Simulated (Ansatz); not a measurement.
**Work function of Ir(110): what the settings cost and change**

How far do functional and pseudopotentials move the work function of Ir(110), and at what cost?

Program: Ansatz 0.2.0. Level of theory: plane-wave DFT, PBE, Ansatz PAW, in the first sound run; inputs show where later runs differ. Results are calculated unless marked as measured.

Most raw output is cut from this account.

### 1. The structure

The cell holds 7 atoms: 7 Ir. Cell: a = 3.840 Å, b = 2.715 Å, c = 26.146 Å, α = 90.0°, β = 90.0°, γ = 90.0°. Vacuum lies along c.

### 2. Slab, setting PBE, Ansatz PAW (420 eV)

A work function rests on the faint tail of the density, so the SCF threshold is tight. PBE on the default files comes first; the next runs keep the geometry and change functional or files, each at the cutoff that its files recommend; a relaxation and, for heavy metals, spin-orbit coupling close the ladder.

input.yaml

```yaml
crystal:
  lattice:
    - [3.84, 0.0, 0.0]
    - [0.0, 2.7152900398, 0.0]
    - [0.0, 0.0, 26.1458701193]
  atoms:
    - { symbol: Ir, position: [0.0, 0.0, 0.3442226233] }
    - { symbol: Ir, position: [0.5, 0.5, 0.3961484155] }
    - { symbol: Ir, position: [0.0, 0.0, 0.4480742078] }
    - { symbol: Ir, position: [0.5, 0.5, 0.5] }
    - { symbol: Ir, position: [0.0, 0.0, 0.5519257922] }
    - { symbol: Ir, position: [0.5, 0.5, 0.6038515845] }
    - { symbol: Ir, position: [0.0, 0.0, 0.6557773767] }
kpoints:
  mp_grid: { grid: [11, 15, 1] }
hamiltonian:
  xc: pbe
scf:
  occupations: { method: fermi_dirac, width: 0.1 }
  convergence: { dr2_threshold: 1.0e-09 }
efield:
  axis: 3
  dipole_correction: true
  ramp_position: 0.97
  ramp_width: 0.06
output:
  write_potential: true
  write_density: true
  volumetric_format: npy
  elf: true
```

Run with:

```bash
ansatz run input.yaml --threads 4 --pin off --max-ram 6144MiB --backend cpu --events-out ev --progress --plain --runs-dir out
```

It took 82 s on 4 threads of Arm Neoverse N1, shared host; peak memory 1.3 GiB.

This step gave:

- energy at zero smearing: -83543.2045 eV
- work function, upper face: 5.031 eV

Running mean over 1.358 Å of the planar mean; the ramp of the sawtooth is left out. Electron's electrostatic potential energy less the Fermi level against z:

z (Å), electron's electrostatic potential energy less the Fermi level (eV) and a bar from the least value:
```
      3.5        5.0 ##############################
      4.0        5.0 ##############################
      4.5        5.0 ##############################
      5.0        5.0 ##############################
      5.5        5.0 ##############################
      6.0        5.0 ##############################
      6.5        4.9 ##############################
      7.0        4.7 #############################
      7.5        3.5 ############################
      8.0       -0.3 #####################
      8.5       -6.5 ###########
      9.0      -11.2 ####
      9.5      -12.7 #
     10.0      -13.2 #
     10.5      -13.4 
     11.0      -13.5 
     11.5      -13.5 
     12.0      -13.5 
     12.5      -13.5 
     13.0      -13.5 
     13.5      -13.5 
     14.0      -13.5 
     14.5      -13.5 
     15.0      -13.5 
     15.5      -13.5 
     16.0      -13.2 
     16.5      -12.9 #
     17.0      -11.9 ###
     17.5       -8.2 #########
     18.0       -2.0 ###################
     18.5        2.8 ##########################
     19.0        4.5 #############################
     19.5        4.9 ##############################
     20.0        5.0 ##############################
     20.5        5.0 ##############################
     21.0        5.0 ##############################
     21.5        5.0 ##############################
     22.0        5.0 ##############################
     22.5        5.0 ##############################
     23.0        5.0 ##############################
```

Electrostatic potential energy in the ca plane at fractional y = 0.000, with atoms of Ir within 0.2 Å of it. With pseudopotentials it is smooth inside the atoms' cores, unlike the true potential.

Ten even steps from '0' (-64 eV) to '9' (11 eV), each cell a mean:
```
99999841004886200268840004886200269999999999
99999974347998533589874347898533589999999999
99999998889999888899998788999888899999999999
99999999999999999999999999999999999999999999
99999999999989999998999999989999999999999999
99999999999999999999999999999999999999999999
99999999999999999999999999999999999999999999
99999986568998765789986568999766799999999999
99999862125897411378862025897411379999999999
99999840003886100168840003786100169999999999
```
Columns run along c (16.0 Å, from fractional 0.24 to 0.85 of the cell; values clipped at the 3rd and 97th percentile), rows up along a (3.8 Å). Atoms in or near the plane, at fractional coordinates: Ir at (0.34, 0.00), Ir at (0.45, 0.00), Ir at (0.55, 0.00), Ir at (0.66, 0.00).

Valence density in the ca plane at fractional y = 0.000, with atoms of Ir within 0.2 Å of it. It is the smooth field of the valence electrons, not physical close to the nuclei.

Values in e/Å³, 6 rows by 16 columns, each cell a mean:
```
0.0 0.1 3.1 4.6 0.5 4.8 2.8 0.9 5.9 1.3 2.1 5.5 0.4 0.0 0.0 0.0
0.0 0.0 0.4 0.7 0.3 0.7 0.5 0.4 0.8 0.4 0.5 0.7 0.1 0.0 0.0 0.0
0.0 0.0 0.1 0.2 0.4 0.2 0.3 0.4 0.2 0.3 0.3 0.1 0.0 0.0 0.0 0.0
0.0 0.0 0.1 0.3 0.4 0.3 0.3 0.4 0.3 0.3 0.3 0.2 0.0 0.0 0.0 0.0
0.0 0.0 0.9 1.4 0.4 1.5 0.9 0.4 1.8 0.5 0.7 1.6 0.1 0.0 0.0 0.0
0.0 0.1 4.0 5.8 0.6 6.1 3.7 1.1 7.4 1.7 2.8 6.9 0.5 0.0 0.0 0.0
```
Columns run along c (16.0 Å, from fractional 0.24 to 0.85 of the cell), rows up along a (3.8 Å). Atoms in or near the plane, at fractional coordinates: Ir at (0.34, 0.00), Ir at (0.45, 0.00), Ir at (0.55, 0.00), Ir at (0.66, 0.00).

ELF in the ca plane at fractional y = 0.000, with atoms of Ir within 0.2 Å of it. It is the smooth field of the valence electrons, not physical close to the nuclei.

Ten even steps from '0' (0.00) to '9' (0.67), each cell a mean:
```
00012379897444898855469897345888953210000000
00012358975443588634447974344689732110000000
00011233444444444444444444444444322100000000
00001122344444433344443334444433221000000000
00000112334454322345542224554332211000000000
00000122334444322345443234444432211000000000
00001223344444433444443334444443321100000000
00011235654444466444435654444466432100000000
00012369996443799744459995344799842110000000
00012389688545976955479687456976963210000000
```
Columns run along c (16.0 Å, from fractional 0.24 to 0.85 of the cell), rows up along a (3.8 Å). Atoms in or near the plane, at fractional coordinates: Ir at (0.34, 0.00), Ir at (0.45, 0.00), Ir at (0.55, 0.00), Ir at (0.66, 0.00).

The work function is 5.031 eV.

### 3. Run

This step: plane-wave DFT, LDA, Ansatz PAW (Ansatz 0.2.0).

input.yaml: that of step 2 with these lines changed.

```diff
@@ -16,3 +16,3 @@
 hamiltonian:
-  xc: pbe
+  xc: lda
 scf:
@@ -29,2 +29 @@
   volumetric_format: npy
-  elf: true
```

Run time: 78 s. Hardware: 4 threads; peak memory 1.2 GiB.

The work function is 5.389 eV, +0.357 eV from the run “PBE, Ansatz PAW (420 eV)”, at 0.97 times its CPU time.

### 4. Slab

This step: plane-wave DFT, PBEsol, Ansatz PAW (Ansatz 0.2.0).

input.yaml: that of step 3 with these lines changed.

```diff
@@ -16,3 +16,3 @@
 hamiltonian:
-  xc: lda
+  xc: pbesol
 scf:
```

Wall time 80 s (4 threads); peak memory 1.3 GiB.

The work function is 5.143 eV, +0.111 eV from the run “PBE, Ansatz PAW (420 eV)”, at 1.0 times its CPU time.

### 5. Slab

This step: plane-wave DFT, RPBE, Ansatz PAW (Ansatz 0.2.0).

input.yaml: that of step 4 with these lines changed.

```diff
@@ -16,3 +16,3 @@
 hamiltonian:
-  xc: pbesol
+  xc: rpbe
 scf:
```

Run time: 75 s. Hardware: 4 threads; peak memory 1.3 GiB; 4.4 min of CPU time.

The work function is 4.873 eV, -0.158 eV from the run “PBE, Ansatz PAW (420 eV)”, at 0.96 times its CPU time.

### 6. Slab

This step: plane-wave DFT, r2SCAN, Ansatz PAW (Ansatz 0.2.0).

input.yaml: that of step 5 with these lines changed.

```diff
@@ -16,3 +16,3 @@
 hamiltonian:
-  xc: rpbe
+  xc: r2scan
 scf:
```

The job ended after 3.2 min (4 threads; peak memory 1.9 GiB).

The work function is 5.049 eV, +0.018 eV from the run “PBE, Ansatz PAW (420 eV)”, at 2.5 times its CPU time.

### 7. Slab

This step: plane-wave DFT, PBE, JTH PAW (Ansatz 0.2.0).

input.yaml: that of step 6 with these lines changed.

```diff
@@ -16,3 +16,4 @@
 hamiltonian:
-  xc: r2scan
+  xc: pbe
+  pseudopotentials: { kind: paw, source: jth }
 scf:
```

Wall time 4.9 min (4 threads); peak memory 2.2 GiB.

The work function is 5.035 eV, +0.003 eV from the run “PBE, Ansatz PAW (420 eV)”, at 3.9 times its CPU time.

### 8. Run

This step: plane-wave DFT, PBE, norm-conserving (Ansatz 0.2.0).

input.yaml: that of step 7 with these lines changed.

```diff
@@ -17,3 +17,3 @@
   xc: pbe
-  pseudopotentials: { kind: paw, source: jth }
+  pseudopotentials: { kind: nc }
 scf:
```

It took 4.4 min on 4 threads; peak memory 3.1 GiB; 16 min of CPU time.

The work function is 5.031 eV, -0.000 eV from the run “PBE, Ansatz PAW (420 eV)”, at 3.6 times its CPU time.

### 9. Run

This step: plane-wave DFT, LDA, norm-conserving (Ansatz 0.2.0).

input.yaml: that of step 8 with these lines changed.

```diff
@@ -16,3 +16,3 @@
 hamiltonian:
-  xc: pbe
+  xc: lda
   pseudopotentials: { kind: nc }
```

Elapsed: 4.2 min, on 4 threads; peak memory 3.1 GiB; 16 min of CPU time.

The work function is 5.392 eV, +0.361 eV from the run “PBE, Ansatz PAW (420 eV)”, at 3.4 times its CPU time.

### 10. Slab, setting PBE, all layers relaxed

This step: plane-wave DFT, PBE, Ansatz PAW (Ansatz 0.2.0).

input.yaml: that of step 9 with these lines changed.

```diff
@@ -16,4 +16,3 @@
 hamiltonian:
-  xc: lda
-  pseudopotentials: { kind: nc }
+  xc: pbe
 scf:
@@ -26,2 +25,5 @@
   ramp_width: 0.06
+relax:
+  f_tol: 0.01
+  max_steps: 40
 output:
```

Run time: 3.9 min. Hardware: 4 threads; peak memory 1.1 GiB.

The relaxation took 5 steps and lowered the energy by 0.17 eV; the largest force on the free atoms ends at 0.0059 eV/Å.

The work function is 5.011 eV, -0.020 eV from the run “PBE, Ansatz PAW (420 eV)”, at 3.2 times its CPU time.

### 11. Run

This step: plane-wave DFT, PBE, fully relativistic PAW with spin-orbit coupling (Ansatz 0.2.0).

input.yaml: that of step 10 with these lines changed.

```diff
@@ -17,2 +17,3 @@
   xc: pbe
+  pseudopotentials: { kind: paw_fr }
 scf:
@@ -25,5 +26,5 @@
   ramp_width: 0.06
-relax:
-  f_tol: 0.01
-  max_steps: 40
+magnetization:
+  noncollinear: true
+  spin_orbit: true
 output:
```

The job ended after 9.8 min (4 threads; peak memory 5.1 GiB).

The work function is 5.021 eV, -0.010 eV from the run “PBE, Ansatz PAW (420 eV)”, at 8.3 times its CPU time.

### 12. The series together

Times are for 4 threads of Arm Neoverse N1, shared host. The series side by side:

```
no.                                setting  work function, upper face (eV)     time  memory (GiB)
  1               PBE, Ansatz PAW (420 eV)                           5.031     82 s           1.3
  2               LDA, Ansatz PAW (420 eV)                           5.389     78 s           1.2
  3            PBEsol, Ansatz PAW (420 eV)                           5.143     80 s           1.3
  4              RPBE, Ansatz PAW (420 eV)                           4.873     75 s           1.3
  5            r2SCAN, Ansatz PAW (500 eV)                           5.049  3.2 min           1.9
  6                  PBE, JTH PAW (720 eV)                           5.035  4.9 min           2.2
  7          PBE, norm-conserving (925 eV)                           5.031  4.4 min           3.1
  8          LDA, norm-conserving (925 eV)                           5.392  4.2 min           3.1
  9                PBE, all layers relaxed                           5.011  3.9 min           1.1
 10  PBE with spin-orbit coupling (420 eV)                           5.021  9.8 min           5.1
```

### 13. Varying the input

This step: plane-wave DFT, PBE, Ansatz PAW (Ansatz 0.2.0).

An input spoilt on purpose, to show how the run answers: it repeats the earlier run “PBE, Ansatz PAW (420 eV)” with efield.ramp_position from 0.97 to 0.475, and scf.max_iter set to 60; its output block differs too.

input.yaml: that of step 11 with these lines changed.

```diff
@@ -17,3 +17,2 @@
   xc: pbe
-  pseudopotentials: { kind: paw_fr }
 scf:
@@ -21,2 +20,3 @@
   convergence: { dr2_threshold: 1.0e-09 }
+  max_iter: 60
 efield:
@@ -24,7 +24,4 @@
   dipole_correction: true
-  ramp_position: 0.97
+  ramp_position: 0.475
   ramp_width: 0.06
-magnetization:
-  noncollinear: true
-  spin_orbit: true
 output:
```

Run time: 0.38 s. Hardware: 4 threads; peak memory 0.54 GiB.

The input was rejected at the start.

The program's message: “Error: efield: ion 3 (Ir) at fractional coordinate 0.5000 along the field axis lies inside the sawtooth ramp with 2 of the planes that the density is read on at each end, [0.4639, 0.5461] — the ramp m …”

The fault put into the input: the ramp among the atoms.

### 14. Results

```json
{
  "work function, PBE, Ansatz PAW (420 eV)": "5.031 eV",
  "work function, LDA, Ansatz PAW (420 eV)": "5.389 eV",
  "work function, RPBE, Ansatz PAW (420 eV)": "4.873 eV",
  "work function, r2SCAN, Ansatz PAW (500 eV)": "5.049 eV",
  "work function, LDA, norm-conserving (925 eV)": "5.392 eV",
  "work function, PBE, all layers relaxed": "5.011 eV",
  "work function, PBE with spin-orbit coupling (420 eV)": "5.021 eV"
}
```

In words: PBE on the default files gives 5.03 eV, and the settings tried spread the value from 4.87 to 5.39 eV. At one geometry LDA lies 0.36 eV above PBE. The choice of pseudopotentials moves the PBE value by 0.003 eV. Relaxing the layers changes it by -0.020 eV. Spin-orbit coupling, on the fully relativistic files, changes it by -0.01 eV. A compiled measured value is 5.42 eV (arxiv:1902.07811, 2019), but the real face reconstructs and these slabs don't, so it is no test of the method. The ladder's slabs use the tabulated experimental lattice constant (two decimals; a low-temperature value for the alkali metals).

[Logs are printed without paths, hosts, clocks, repeated set-up lines and the standing remarks that a program may print on its own settings, such as how far it seeks lower states.]

[Hosts, paths, dates, database ids (printed as entryN), source tags and the programs' standing remarks are cut or masked in the printed files.]

[Maps of the electrostatic potential energy from Ansatz leave out the sawtooth potential of an applied field or a dipole correction, so their vacuum need not be flat; planar profiles and work functions include it.]
